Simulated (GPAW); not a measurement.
# Screening of a field by N/W(110), part 2 of 2

Aim: the dipole that a field along the normal induces in N/W(110).

GPAW 26.7.0; GPAW, PAW setups; slab in vacuum, relaxation (the session's first sound run).

So far, upper work function (eV): step 2 (relaxing the atoms) 6.50; step 3 (the slab's potential) 6.50.

## (6) Field on

File run.py:

```python
import json
import numpy as np
from ase import Atoms
from gpaw import GPAW, PW
from gpaw.external import ConstantElectricField

slab = Atoms(
    ['W', 'W', 'W', 'W', 'N'],
    positions=[
        [0.00000, 0.00000, 7.00000],
        [2.23446, -0.00000, 9.23446],
        [0.01011, 0.00000, 11.50036],
        [2.29976, -0.00000, 13.82206],
        [3.98814, -0.00000, 14.88671]],
    cell=[[2.23446, -1.58, 0.0], [2.23446, 1.58, 0.0], [0.0, 0.0, 22.56102]],
    pbc=[True, True, False])

slab.calc = GPAW(mode=PW(500), xc='PBE', kpts={'size': (12, 12, 1), 'gamma': True},
                 occupations={'name': 'fermi-dirac', 'width': 0.1}, nbands='160%',
                 convergence={'density': 1e-05}, maxiter=200,
                 poissonsolver={'dipolelayer': 'xy'},
                 external=ConstantElectricField(-0.05, [0, 0, 1]),
                 symmetry={'tolerance': 1e-3}, txt='slab.txt')
result = {}
energy = slab.get_potential_energy()
fermi = slab.calc.get_fermi_level()
v = slab.calc.get_electrostatic_potential().mean((0, 1)) - fermi
n = slab.calc.get_pseudo_density().mean((0, 1))
L = slab.cell[2, 2]
z = np.arange(len(v)) * L / len(v)
low, high = slab.positions[:, 2].min(), slab.positions[:, 2].max()
below, above = np.interp([low - 4.8, high + 4.8], z, v)
slopes = [np.interp(x, z, np.gradient(v, z)) for x in (low - 4.8, high + 4.8)]
eps = np.array([[slab.calc.get_eigenvalues(k, s) for k in range(len(slab.calc.get_ibz_k_points()))]
                for s in range(slab.calc.get_number_of_spins())]) - fermi
top, bottom = eps[eps < 0].max(), eps[eps > 0].min()
dipole = slab.get_dipole_moment()[2]
print(f'energy {energy:.4f} eV, Fermi level {fermi:.4f} eV, dipole {dipole:.5f} e A')
print(f'potential 4.8 A off the faces, from the Fermi level: lower {below:.4f} eV, upper {above:.4f} eV')
print(f'slope of the potential there: lower {slopes[0]:.5f}, upper {slopes[1]:.5f} eV/A')
print(f'nearest levels on the mesh: {top:.4f} and {bottom:.4f} eV')
print('magnetic moment', round(slab.get_magnetic_moment(), 3))
result.update(energy=energy, fermi=fermi, dipole=dipole, below=below, above=above, slopes=slopes, edges=[top, bottom],
              z=z.tolist(), v=v.tolist(), n=n.tolist(), positions=slab.positions.tolist(),
              forces=slab.get_forces(apply_constraint=False).tolist(), moments=slab.get_magnetic_moments().tolist())
json.dump(result, open('result.json', 'w'))
```

Command:

```bash
> OMP_NUM_THREADS=1 OPENBLAS_NUM_THREADS=1 python run.py
```

Log:

```text
energy -52.1141 eV, Fermi level 2.9608 eV, dipole -0.08498 e A
potential 4.8 A off the faces, from the Fermi level: lower 4.5430 eV, upper 6.7188 eV
slope of the potential there: lower -0.00100, upper 0.00119 eV/A
nearest levels on the mesh: -0.0531 and 0.0200 eV
magnetic moment 0.0
```

The job ended after 5.8 min (1 thread of Arm Neoverse V1, shared host; peak memory 0.53 GiB).

Table of electrostatic potential energy of an electron (without an applied field's), less the Fermi level, planar mean by z:

```
z (Å)  electrostatic potential energy of an electron (without an applied field's), less the Fermi level, planar mean (eV)
  0.0                                                                                                                5.63
  0.5                                                                                                                4.54
  1.0                                                                                                                4.54
  1.5                                                                                                                4.54
  2.0                                                                                                                4.54
  2.5                                                                                                                4.54
  3.0                                                                                                                4.54
  3.5                                                                                                                4.53
  4.0                                                                                                                4.49
  4.5                                                                                                                4.38
  5.0                                                                                                                3.97
  5.5                                                                                                                2.59
  6.0                                                                                                               -1.83
  6.5                                                                                                               -15.1
  7.0                                                                                                               -29.3
  7.5                                                                                                               -15.3
  8.0                                                                                                               -3.26
  8.5                                                                                                               -7.76
  9.0                                                                                                               -25.6
  9.5                                                                                                               -24.6
 10.0                                                                                                               -6.84
 10.5                                                                                                               -3.02
 11.0                                                                                                               -15.1
 11.5                                                                                                               -29.4
 12.0                                                                                                               -15.1
 12.5                                                                                                               -2.53
 13.0                                                                                                               -5.48
 13.5                                                                                                               -22.7
 14.0                                                                                                               -27.8
 14.5                                                                                                               -14.1
 15.0                                                                                                               -11.9
 15.5                                                                                                                2.92
 16.0                                                                                                                6.09
 16.5                                                                                                                6.61
 17.0                                                                                                                6.70
 17.5                                                                                                                6.71
 18.0                                                                                                                6.72
 18.5                                                                                                                6.72
 19.0                                                                                                                6.72
 19.5                                                                                                                6.72
 20.0                                                                                                                6.72
 20.5                                                                                                                6.72
 21.0                                                                                                                6.72
 21.5                                                                                                                6.72
 22.0                                                                                                                6.72
```

## (7) Field on

Edit run.py of step 6 so:

```diff
@@ -21,3 +21,3 @@
                  poissonsolver={'dipolelayer': 'xy'},
-                 external=ConstantElectricField(-0.05, [0, 0, 1]),
+                 external=ConstantElectricField(0.05, [0, 0, 1]),
                  symmetry={'tolerance': 1e-3}, txt='slab.txt')
```

Log:

```text
energy -52.1075 eV, Fermi level 2.9097 eV, dipole -0.04360 e A
potential 4.8 A off the faces, from the Fermi level: lower 5.1698 eV, upper 6.2851 eV
slope of the potential there: lower -0.00127, upper 0.00118 eV/A
nearest levels on the mesh: -0.0483 and 0.0200 eV
magnetic moment 0.0
```

Wall time 8.4 min (1 thread); peak memory 0.53 GiB.

The electrostatic potential energy of an electron (without an applied field's), less the Fermi level, planar mean oscillates, so the rows of the table below give means over windows of 1 Å about each position, cut where the curve ends. Its maxima inside the range that stand out by 2 % of the span (Å: eV): 8.1: -2.52, 10.3: -2.38, 12.7: -2.02, 14.6: -14.0. Its minima: 7.1: -28.9, 9.2: -29.6, 11.5: -29.5, 13.8: -30.5, 14.9: -15.8.

The electrostatic potential energy of an electron (without an applied field's), less the Fermi level, planar mean by z; means over each step:

z (Å), electrostatic potential energy of an electron (without an applied field's), less the Fermi level, planar mean (eV) and a bar from the least value:
```
        0        5.4 #############################
        1        5.2 #############################
        2        5.2 #############################
        3        5.2 #############################
        4        5.1 #############################
        5        4.4 ############################
        6       -2.8 #####################
        7      -23.5 #
        8       -5.8 ##################
        9      -22.0 ##
       10       -9.2 ###############
       11      -15.8 ########
       12      -15.8 ########
       13       -8.2 ################
       14      -24.4 
       15       -9.1 ###############
       16        5.3 #############################
       17        6.3 ##############################
       18        6.3 ##############################
       19        6.3 ##############################
       20        6.3 ##############################
       21        6.3 ##############################
       22        6.2 ##############################
```

## (8) In a field

Edit run.py of step 7 so:

```diff
@@ -21,3 +21,3 @@
                  poissonsolver={'dipolelayer': 'xy'},
-                 external=ConstantElectricField(0.05, [0, 0, 1]),
+                 external=ConstantElectricField(0.1, [0, 0, 1]),
                  symmetry={'tolerance': 1e-3}, txt='slab.txt')
```

Log:

```text
energy -52.1058 eV, Fermi level 2.8840 eV, dipole -0.02291 e A
potential 4.8 A off the faces, from the Fermi level: lower 5.4833 eV, upper 6.0683 eV
slope of the potential there: lower -0.00119, upper 0.00117 eV/A
nearest levels on the mesh: -0.0461 and 0.0200 eV
magnetic moment 0.0
```

It took 7.6 min on 1 thread; peak memory 0.53 GiB.

The electrostatic potential energy of an electron (without an applied field's), less the Fermi level, planar mean oscillates, so the rows of the table below give means over windows of 1 Å about each position, cut where the curve ends. Its maxima inside the range that stand out by 2 % of the span (Å: eV): 8.1: -2.36, 10.3: -2.34, 12.7: -2.09, 14.6: -14.1. Its minima: 7.1: -28.7, 9.2: -29.5, 11.5: -29.5, 13.8: -30.6, 14.9: -16.0.

The electrostatic potential energy of an electron (without an applied field's), less the Fermi level, planar mean by z; means over each step:

z (Å), electrostatic potential energy of an electron (without an applied field's), less the Fermi level, planar mean (eV) and a bar from the least value:
```
        0        5.6 ##############################
        1        5.5 #############################
        2        5.5 #############################
        3        5.5 #############################
        4        5.4 #############################
        5        4.7 #############################
        6       -2.5 ######################
        7      -23.3 #
        8       -5.6 ###################
        9      -21.8 ###
       10       -9.2 ###############
       11      -15.8 #########
       12      -15.8 #########
       13       -8.3 ################
       14      -24.5 
       15       -9.3 ###############
       16        5.1 #############################
       17        6.0 ##############################
       18        6.1 ##############################
       19        6.1 ##############################
       20        6.1 ##############################
       21        6.1 ##############################
       22        6.0 ##############################
```

The dipole is now -0.0229 e Å, against -0.064 in the run without a field.

## (9) In a field

Edit run.py of step 8 so:

```diff
@@ -21,3 +21,3 @@
                  poissonsolver={'dipolelayer': 'xy'},
-                 external=ConstantElectricField(0.1, [0, 0, 1]),
+                 external=ConstantElectricField(0.2, [0, 0, 1]),
                  symmetry={'tolerance': 1e-3}, txt='slab.txt')
```

Log:

```text
energy -52.1055 eV, Fermi level 2.8319 eV, dipole 0.01859 e A
potential 4.8 A off the faces, from the Fermi level: lower 6.1139 eV, upper 5.6357 eV
slope of the potential there: lower -0.00176, upper 0.00117 eV/A
nearest levels on the mesh: -0.0411 and 0.0200 eV
magnetic moment 0.0
```

Wall time 6.1 min (1 thread); peak memory 0.53 GiB.

Table of electrostatic potential energy of an electron (without an applied field's), less the Fermi level, planar mean by z:

z (Å), electrostatic potential energy of an electron (without an applied field's), less the Fermi level, planar mean (eV) and a bar from the least value:
```
      0.0        5.9 ##############################
      0.5        6.1 ##############################
      1.0        6.1 ##############################
      1.5        6.1 ##############################
      2.0        6.1 ##############################
      2.5        6.1 ##############################
      3.0        6.1 ##############################
      3.5        6.1 ##############################
      4.0        6.1 ##############################
      4.5        5.9 ##############################
      5.0        5.5 #############################
      5.5        4.0 ############################
      6.0       -0.5 ########################
      6.5      -13.9 #############
      7.0      -28.3 #
      7.5      -14.3 #############
      8.0       -2.4 #######################
      8.5       -7.1 ###################
      9.0      -25.1 ####
      9.5      -24.1 ####
     10.0       -6.5 ###################
     10.5       -2.8 ######################
     11.0      -15.0 ############
     11.5      -29.4 
     12.0      -15.2 ############
     12.5       -2.8 ######################
     13.0       -5.9 ####################
     13.5      -23.2 #####
     14.0      -28.5 #
     14.5      -14.9 ############
     15.0      -12.8 ##############
     15.5        1.9 ##########################
     16.0        5.0 #############################
     16.5        5.5 ##############################
     17.0        5.6 ##############################
     17.5        5.6 ##############################
     18.0        5.6 ##############################
     18.5        5.6 ##############################
     19.0        5.6 ##############################
     19.5        5.6 ##############################
     20.0        5.6 ##############################
     20.5        5.6 ##############################
     21.0        5.6 ##############################
     21.5        5.6 ##############################
     22.0        5.6 ##############################
```

The dipole is now 0.0186 e Å, against -0.064 in the run without a field.

## (10) Field on

Edit run.py of step 9 so:

```diff
@@ -21,3 +21,3 @@
                  poissonsolver={'dipolelayer': 'xy'},
-                 external=ConstantElectricField(0.2, [0, 0, 1]),
+                 external=ConstantElectricField(0.3, [0, 0, 1]),
                  symmetry={'tolerance': 1e-3}, txt='slab.txt')
```

Log:

```text
energy -52.1093 eV, Fermi level 2.7793 eV, dipole 0.06016 e A
potential 4.8 A off the faces, from the Fermi level: lower 6.7465 eV, upper 5.2034 eV
slope of the potential there: lower -0.00220, upper 0.00117 eV/A
nearest levels on the mesh: -0.0363 and 0.0199 eV
magnetic moment 0.0
```

The job ended after 6.1 min (1 thread; peak memory 0.53 GiB).

The electrostatic potential energy of an electron (without an applied field's), less the Fermi level, planar mean oscillates, so the rows of the table below give means over windows of 1 Å about each position, cut where the curve ends. Its maxima inside the range that stand out by 2 % of the span (Å: eV): 1.5: 6.75, 8.1: -1.72, 10.3: -2.15, 12.7: -2.38, 14.6: -14.8. Its minima: 7.1: -27.9, 9.2: -29.1, 11.5: -29.5, 13.8: -31.1, 14.9: -16.7.

The electrostatic potential energy of an electron (without an applied field's), less the Fermi level, planar mean by z; means over each step:

| z (Å) | electrostatic potential energy of an electron (without an applied field's), less the Fermi level, planar mean (eV) |
| --- | --- |
| 0 | 6.46 |
| 1 | 6.75 |
| 2 | 6.75 |
| 3 | 6.74 |
| 4 | 6.67 |
| 5 | 5.91 |
| 6 | -1.48 |
| 7 | -22.4 |
| 8 | -4.94 |
| 9 | -21.4 |
| 10 | -8.92 |
| 11 | -15.7 |
| 12 | -16.0 |
| 13 | -8.65 |
| 14 | -25.1 |
| 15 | -10.1 |
| 16 | 4.21 |
| 17 | 5.17 |
| 18 | 5.20 |
| 19 | 5.20 |
| 20 | 5.20 |
| 21 | 5.20 |
| 22 | 5.29 |

The dipole is now 0.0602 e Å, against -0.064 in the run without a field.

## (11) The series

The members are put on one axis.

This step: induced dipole against applied field (GPAW 26.7.0).

Table of dipole along the normal by field:

```csv
field (V/Å),dipole along the normal (e·Å)
-0.200,-0.147
-0.100,-0.106
-0.050,-0.0850
0.000,-0.0639
0.050,-0.0436
0.100,-0.0229
0.200,0.0186
0.300,0.0602
```

## (12) A changed run

One more run, with changed settings.

This step: GPAW, PAW setups; slab in vacuum (GPAW 26.7.0).

Edit run.py of step 10 so:

```diff
@@ -4,3 +4,2 @@
 from gpaw import GPAW, PW
-from gpaw.external import ConstantElectricField
 
@@ -19,5 +18,4 @@
                  occupations={'name': 'fermi-dirac', 'width': 0.1}, nbands='160%',
-                 convergence={'density': 1e-05}, maxiter=200,
+                 convergence={'density': 1e-05}, maxiter=3,
                  poissonsolver={'dipolelayer': 'xy'},
-                 external=ConstantElectricField(0.3, [0, 0, 1]),
                  symmetry={'tolerance': 1e-3}, txt='slab.txt')
```

Log:

```text
gpaw.KohnShamConvergenceError
```

The job ended after 45 s (1 thread; peak memory 0.35 GiB).

The run stopped without converging, so none of its numbers is a property of the system.

The fault put into the input: too few SCF iterations (maxiter = 3).

## (13) Outcome

| Property | Result |
| --- | --- |
| work function, upper and lower face | 6.502 and 4.856 eV |
| dipole along the normal | -0.0639 e Å |
| induced dipole per field | 0.414 e Å per V/Å |
| out-of-plane polarisability per area, α/(ε0 A) | 10.6 Å |

The field induces 0.414 e Å per V/Å, a polarisable thickness α/(ε0 A) of 10.6 Å beside 7.89 Å between the outermost nuclei. A perfect conductor would give the distance between its two image planes; a dielectric of thickness t gives t(1 - 1/ε). The two faces differ by 1.6 eV, the step that the slab's dipole makes (e p/(ε0 A) gives 1.6 eV), so the dipole layer is needed. The induced dipole is linear in the field over this range. The cell of 7.06 Å² holds one N, started on one chosen site; other sites and coverages weren't tried. The in-plane lattice was kept as typed, which isn't the functional's own and leaves some strain; spin-orbit coupling and temperature are left out.

[Logs are printed without paths, hosts, clocks, repeated set-up lines and the standing remarks that a program may print on its own settings, such as how far it seeks lower states.]

[Hosts, paths, dates, database ids (printed as entryN), source tags and the programs' standing remarks are cut or masked in the printed files.]
